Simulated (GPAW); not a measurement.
**Screening of a field by WGe2As4 monolayer**

Aim: the dipole that a field along the normal induces in WGe2As4 monolayer.

Main program and level: GPAW 26.7.0; GPAW, PAW setups; layer in a repeated cell with vacuum, relaxation of atoms and in-plane cell, in the first sound run; inputs show where later runs differ.

## 1. Starting point

The cell holds 7 atoms: 4 As, 2 Ge and 1 W. Cell: a = 3.730 Å, b = 3.730 Å, c = 27.378 Å, α = 90.0°, β = 90.0°, γ = 120.0°. Vacuum lies along c.

## 2. Relaxation

The atoms are relaxed first, since the surface dipole, and with it the work function, follows the positions of the outer layers.

run.py reads:

```python
import json
import numpy as np
from ase import Atoms
from ase.filters import FrechetCellFilter
from ase.optimize import BFGS
from gpaw import GPAW, PW

slab = Atoms(
    ['As', 'Ge', 'As', 'W', 'As', 'Ge', 'As'],
    positions=[
        [0.00000, 0.00000, 9.00000],
        [-0.00000, 2.15352, 9.86300],
        [-0.00000, 2.15352, 12.18300],
        [0.00000, 0.00000, 13.68924],
        [-0.00000, 2.15352, 15.19547],
        [-0.00000, 2.15352, 17.51547],
        [0.00000, 0.00000, 18.37847]],
    cell=[[3.73, 0.0, 0.0], [-1.865, 3.23027, 0.0], [0.0, 0.0, 27.3785]],
    pbc=[True, True, True])

slab.calc = GPAW(mode=PW(600), xc='PBE', kpts={'size': (9, 9, 1), 'gamma': True},
                 occupations={'name': 'fermi-dirac', 'width': 0.05}, nbands='200%',
                 convergence={'density': 1e-05}, maxiter=200,
                 symmetry={'tolerance': 1e-3}, txt='slab.txt')
result = {}
# The in-plane cell is free; stress needs a cell that repeats along all three vectors
path = []
opt = BFGS(FrechetCellFilter(slab, mask=[1, 1, 0, 0, 0, 1]), maxstep=0.2)
opt.attach(lambda: path.append((slab.get_potential_energy(), slab.positions.tolist(), slab.get_forces().tolist())))
result['relaxed'] = bool(opt.run(fmax=0.02, steps=45))
result['path'] = path
result['cell'] = slab.cell.tolist()
print('in-plane lattice', slab.cell.cellpar().round(4)[[0, 1, 5]])
energy = slab.get_potential_energy()
fermi = slab.calc.get_fermi_level()
v = slab.calc.get_electrostatic_potential().mean((0, 1)) - fermi
n = slab.calc.get_pseudo_density().mean((0, 1))
L = slab.cell[2, 2]
z = np.arange(len(v)) * L / len(v)
low, high = slab.positions[:, 2].min(), slab.positions[:, 2].max()
below, above = np.interp([low - 6.8, high + 6.8], z, v)
slopes = [np.interp(x, z, np.gradient(v, z)) for x in (low - 6.8, high + 6.8)]
eps = np.array([[slab.calc.get_eigenvalues(k, s) for k in range(len(slab.calc.get_ibz_k_points()))]
                for s in range(slab.calc.get_number_of_spins())]) - fermi
top, bottom = eps[eps < 0].max(), eps[eps > 0].min()
dipole = slab.get_dipole_moment()[2]
print(f'energy {energy:.4f} eV, Fermi level {fermi:.4f} eV, dipole {dipole:.5f} e A')
print(f'potential 6.8 A off the faces, from the Fermi level: lower {below:.4f} eV, upper {above:.4f} eV')
print(f'slope of the potential there: lower {slopes[0]:.5f}, upper {slopes[1]:.5f} eV/A')
print(f'nearest levels on the mesh: {top:.4f} and {bottom:.4f} eV')
print('magnetic moment', round(slab.get_magnetic_moment(), 3))
result.update(energy=energy, fermi=fermi, dipole=dipole, below=below, above=above, slopes=slopes, edges=[top, bottom],
              z=z.tolist(), v=v.tolist(), n=n.tolist(), positions=slab.positions.tolist(),
              forces=slab.get_forces(apply_constraint=False).tolist(), moments=slab.get_magnetic_moments().tolist())
json.dump(result, open('result.json', 'w'))
```

Command:

```sh
OMP_NUM_THREADS=1 OPENBLAS_NUM_THREADS=1 python run.py
```

Output:

```text
Step          Energy          fmax
BFGS:    0      -37.916858        2.967054
BFGS:    1      -38.327607        2.427704
BFGS:    2      -38.899181        0.648674
BFGS:    3      -38.921417        0.459880
BFGS:    4      -38.954738        0.560599
BFGS:    5      -39.022530        0.592535
BFGS:    6      -39.080398        0.445196
BFGS:    7      -39.107258        0.313222
BFGS:    8      -39.114457        0.233044
BFGS:    9      -39.117574        0.196885
BFGS:   10      -39.120126        0.147808
BFGS:   11      -39.123051        0.188553
BFGS:   12      -39.125840        0.168222
BFGS:   13      -39.127578        0.092803
BFGS:   14      -39.128132        0.036257
BFGS:   15      -39.128218        0.006967
in-plane lattice [  3.6856   3.6856 120.    ]
energy -39.1281 eV, Fermi level 0.7744 eV, dipole 0.00092 e A
potential 6.8 A off the faces, from the Fermi level: lower 4.6103 eV, upper 4.6116 eV
slope of the potential there: lower -0.00051, upper -0.00024 eV/A
nearest levels on the mesh: -0.2977 and 0.2768 eV
magnetic moment 0.0
```

The job ended after 40 min (1 thread of Arm Neoverse V1, shared host; peak memory 0.72 GiB).

This step gave:

- dipole along the normal: 9.24e-4 e·Å
- levels nearest the Fermi level on the mesh: -0.2977, 0.2768 eV from the Fermi level

The electrostatic potential energy of an electron (without an applied field's), less the Fermi level, planar mean oscillates, so the rows of the table below give means over windows of 1.8 Å about each position, cut where the curve ends. Its maxima inside the range that stand out by 2 % of the span (Å: eV): 9.2: -8.97, 11.0: 1.91, 12.8: -6.66, 14.5: -6.66, 16.3: 1.92, 18.2: -8.97. Its minima: 8.6: -14.0, 9.8: -13.6, 12.2: -12.9, 13.7: -17.4, 15.1: -12.9, 17.6: -13.6, 18.7: -14.0.

Table of electrostatic potential energy of an electron (without an applied field's), less the Fermi level, planar mean by z; means over each step:

```
z (Å)  electrostatic potential energy of an electron (without an applied field's), less the Fermi level, planar mean (eV)
 0.90                                                                                                                4.61
 2.70                                                                                                                4.61
 4.50                                                                                                                4.61
 6.30                                                                                                                4.43
 8.10                                                                                                               -5.29
 9.90                                                                                                               -7.60
11.70                                                                                                               -4.79
13.50                                                                                                               -11.5
15.30                                                                                                               -6.69
17.10                                                                                                               -5.25
18.90                                                                                                               -7.89
20.70                                                                                                                4.09
22.50                                                                                                                4.61
24.30                                                                                                                4.61
26.10                                                                                                                4.61
```

The pseudo valence density, planar mean oscillates, so the rows of the table below give means over windows of 1 Å about each position, cut where the curve ends. Its maxima inside the range that stand out by 2 % of the span (Å: e/Å³): 8.2: 0.247, 9.2: 0.415, 10.3: 0.219, 11.8: 0.245, 13.7: 1.15, 15.6: 0.245, 17.1: 0.219, 18.1: 0.415, 19.2: 0.247. Its minima: 8.6: 0.171, 9.8: 0.0607, 11.0: 0.112, 12.1: 0.174, 15.2: 0.174, 16.4: 0.112, 17.6: 0.0607, 18.8: 0.171.

The pseudo valence density, planar mean by z; means over each step:

```
z (Å)  pseudo valence density, planar mean (e/Å³)
    4                                      7.6e-6
    5                                      1.2e-4
    6                                     0.00184
    7                                      0.0301
    8                                       0.187
    9                                       0.317
   10                                       0.162
   11                                       0.136
   12                                       0.219
   13                                       0.530
   14                                       0.792
   15                                       0.277
   16                                       0.169
   17                                       0.161
   18                                       0.280
   19                                       0.225
   20                                      0.0769
   21                                     0.00544
   22                                      3.4e-4
   23                                      2.1e-5
```

The relaxation lowered the energy of the cell by 1.21 eV (energies extrapolated to zero smearing; the optimiser's log prints free energies). The largest force left on a free atom is 0.0070 eV/Å.

## 3. Plane waves, PBE

The work function is the vacuum plateau of the electrostatic potential less the Fermi level; a dipole layer lets the two faces have plateaus of their own.

This step: GPAW, PAW setups; slab in vacuum (GPAW 26.7.0).

The cell differs from the one that the last finished run ended in (c 27.378 → 28.231 Å).

Edit run.py of step 2 so:

```diff
@@ -3,4 +3,2 @@
 from ase import Atoms
-from ase.filters import FrechetCellFilter
-from ase.optimize import BFGS
 from gpaw import GPAW, PW
@@ -10,25 +8,18 @@
     positions=[
-        [0.00000, 0.00000, 9.00000],
-        [-0.00000, 2.15352, 9.86300],
-        [-0.00000, 2.15352, 12.18300],
-        [0.00000, 0.00000, 13.68924],
-        [-0.00000, 2.15352, 15.19547],
-        [-0.00000, 2.15352, 17.51547],
-        [0.00000, 0.00000, 18.37847]],
-    cell=[[3.73, 0.0, 0.0], [-1.865, 3.23027, 0.0], [0.0, 0.0, 27.3785]],
-    pbc=[True, True, True])
+        [-0.00000, 0.00000, 9.00000],
+        [-0.00000, 2.12788, 10.18517],
+        [-0.00000, 2.12788, 12.65129],
+        [-0.00000, 0.00000, 14.11543],
+        [-0.00000, 2.12788, 15.57956],
+        [-0.00000, 2.12788, 18.04568],
+        [0.00000, -0.00000, 19.23085]],
+    cell=[[3.68559, -0.0, 0.0], [-1.8428, 3.19181, 0.0], [0.0, 0.0, 28.2308]],
+    pbc=[True, True, False])
 
-slab.calc = GPAW(mode=PW(600), xc='PBE', kpts={'size': (9, 9, 1), 'gamma': True},
+slab.calc = GPAW(mode=PW(400), xc='PBE', kpts={'size': (9, 9, 1), 'gamma': True},
                  occupations={'name': 'fermi-dirac', 'width': 0.05}, nbands='200%',
                  convergence={'density': 1e-05}, maxiter=200,
+                 poissonsolver={'dipolelayer': 'xy'},
                  symmetry={'tolerance': 1e-3}, txt='slab.txt')
 result = {}
-# The in-plane cell is free; stress needs a cell that repeats along all three vectors
-path = []
-opt = BFGS(FrechetCellFilter(slab, mask=[1, 1, 0, 0, 0, 1]), maxstep=0.2)
-opt.attach(lambda: path.append((slab.get_potential_energy(), slab.positions.tolist(), slab.get_forces().tolist())))
-result['relaxed'] = bool(opt.run(fmax=0.02, steps=45))
-result['path'] = path
-result['cell'] = slab.cell.tolist()
-print('in-plane lattice', slab.cell.cellpar().round(4)[[0, 1, 5]])
 energy = slab.get_potential_energy()
```

Output:

```text
energy -39.1070 eV, Fermi level 0.6120 eV, dipole 0.00286 e A
potential 6.8 A off the faces, from the Fermi level: lower 4.6202 eV, upper 4.6016 eV
slope of the potential there: lower -0.00018, upper 0.00018 eV/A
nearest levels on the mesh: -0.2976 and 0.2767 eV
magnetic moment 0.0
```

Run time: 1.7 min. Hardware: 1 thread; peak memory 0.27 GiB.

Numbers from this step:

```
dipole along the normal                    : 0.002862 e·Å
levels nearest the Fermi level on the mesh : -0.2976, 0.2767 eV from the Fermi level
upper work function                        : 4.602 eV
lower work function                        : 4.620 eV
upper ionisation energy                    : 4.899 eV
```

The electrostatic potential energy of an electron (without an applied field's), less the Fermi level, planar mean oscillates, so the rows of the table below give means over windows of 1.78 Å about each position, cut where the curve ends. Its maxima inside the range that stand out by 2 % of the span (Å: eV): 9.6: -8.94, 11.4: 1.90, 13.3: -6.62, 15.0: -6.63, 16.8: 1.89, 18.6: -8.95. Its minima: 9.0: -14.0, 10.1: -13.6, 12.7: -12.9, 14.1: -17.4, 15.6: -12.9, 18.1: -13.6, 19.2: -14.0.

The electrostatic potential energy of an electron (without an applied field's), less the Fermi level, planar mean by z; means over each step:

```
z (Å)  electrostatic potential energy of an electron (without an applied field's), less the Fermi level, planar mean (eV)
 0.89                                                                                                                4.62
 2.67                                                                                                                4.62
 4.45                                                                                                                4.62
 6.23                                                                                                                4.58
 8.01                                                                                                              -0.405
 9.79                                                                                                               -11.1
11.57                                                                                                               -1.47
13.35                                                                                                               -11.4
15.13                                                                                                               -10.2
16.91                                                                                                               -1.38
18.69                                                                                                               -11.6
20.47                                                                                                                1.70
22.25                                                                                                                4.58
24.03                                                                                                                4.60
25.81                                                                                                                4.60
27.59                                                                                                                4.60
```

The pseudo valence density, planar mean oscillates, so the rows of the table below give means over windows of 1.05 Å about each position, cut where the curve ends. Its maxima inside the range that stand out by 2 % of the span (Å: e/Å³): 8.6: 0.252, 9.6: 0.419, 10.7: 0.222, 12.1: 0.236, 14.2: 1.10, 16.1: 0.236, 17.6: 0.222, 18.6: 0.419, 19.7: 0.252. Its minima: 9.0: 0.172, 10.2: 0.0596, 11.3: 0.114, 12.5: 0.178, 15.7: 0.178, 16.9: 0.114, 18.0: 0.0596, 19.2: 0.172.

Table of pseudo valence density, planar mean by z; means over each step:

```
z (Å)  pseudo valence density, planar mean (e/Å³)
 4.73                                      1.8e-5
 5.78                                      3.2e-4
 6.83                                     0.00602
 7.88                                      0.0920
 8.93                                       0.245
 9.98                                       0.243
11.03                                       0.154
12.08                                       0.191
13.13                                       0.371
14.18                                       0.859
15.23                                       0.328
16.28                                       0.182
17.33                                       0.157
18.38                                       0.266
19.43                                       0.228
20.48                                      0.0717
21.53                                     0.00437
22.58                                      2.3e-4
23.63                                      1.3e-5
```

The layer is gapped, so the Fermi level lies somewhere inside the gap, set by smearing and numerics, and these work functions are no property of the material; the band edges below the vacuum level are. The potential is flat to 1.8e-4 eV/Å where it is read, so the vacuum is wide enough.

## 4. Field on

A uniform field along the normal polarises the slab; the atoms stay fixed, so this is the electronic response alone.

Edit run.py of step 3 so:

```diff
@@ -4,2 +4,3 @@
 from gpaw import GPAW, PW
+from gpaw.external import ConstantElectricField
 
@@ -22,2 +23,3 @@
                  poissonsolver={'dipolelayer': 'xy'},
+                 external=ConstantElectricField(-0.2, [0, 0, 1]),
                  symmetry={'tolerance': 1e-3}, txt='slab.txt')
```

Output:

```text
energy -39.1231 eV, Fermi level 0.6104 eV, dipole -0.16033 e A
potential 6.8 A off the faces, from the Fermi level: lower 3.3806 eV, upper 5.8480 eV
slope of the potential there: lower -0.00020, upper 0.00015 eV/A
nearest levels on the mesh: -0.2969 and 0.2763 eV
magnetic moment 0.0
```

Run time: 6.9 min. Hardware: 1 thread; peak memory 0.49 GiB.

Numbers from this step:

| Item | Value |
| --- | --- |
| dipole along the normal | -0.1603 e·Å |
| levels nearest the Fermi level on the mesh | -0.2969, 0.2763 eV from the Fermi level |
| potential below the slab, the applied field's own ramp left out | 3.381 eV from the Fermi level |
| potential above the slab, the applied field's own ramp left out | 5.848 eV from the Fermi level |

The electrostatic potential energy of an electron (without an applied field's), less the Fermi level, planar mean oscillates, so the rows of the table below give means over windows of 1.83 Å about each position, cut where the curve ends. Its maxima inside the range that stand out by 2 % of the span (Å: eV): 9.6: -9.80, 11.5: 1.39, 13.3: -6.79, 15.0: -6.46, 16.8: 2.41, 18.6: -8.09, 26.5: 5.85. Its minima: 9.0: -14.9, 10.1: -14.4, 12.7: -13.2, 14.1: -17.4, 15.6: -12.6, 18.1: -12.9, 19.2: -13.0.

The electrostatic potential energy of an electron (without an applied field's), less the Fermi level, planar mean by z; means over each step:

z (Å), electrostatic potential energy of an electron (without an applied field's), less the Fermi level, planar mean (eV) and a bar from the least value:
```
     0.92        3.5 ##########################
     2.75        3.4 ##########################
     4.58        3.4 ##########################
     6.41        3.3 ##########################
     8.23       -3.8 #############
    10.07      -10.1 ###
    11.89       -3.8 ##############
    13.73      -11.8 
    15.55       -7.2 ########
    17.38       -3.7 ##############
    19.21       -7.6 #######
    21.05        5.2 #############################
    22.88        5.8 ##############################
    24.70        5.8 ##############################
    26.54        5.8 ##############################
```

Force by atom:

```
atom  x (eV/Å)  y (eV/Å)  z (eV/Å)    size
 As1    0.0000    0.0001    0.0012  0.0012
 Ge2    0.0000   -0.0001   -0.0100  0.0100
 As3    0.0000    0.0000   -0.0140  0.0140
  W4    0.0001    0.0001    0.0517  0.0517
 As5    0.0000    0.0000   -0.0249  0.0249
 Ge6    0.0000   -0.0001   -0.0207  0.0207
 As7    0.0000    0.0001    0.0165  0.0165
```

The dipole is now -0.160 e Å, against 0.0029 in the run without a field.

[end of part 1 of 2]

[Logs are printed without paths, hosts, clocks, repeated set-up lines and the standing remarks that a program may print on its own settings, such as how far it seeks lower states.]

[Hosts, paths, dates, database ids (printed as entryN), source tags and the programs' standing remarks are cut or masked in the printed files.]
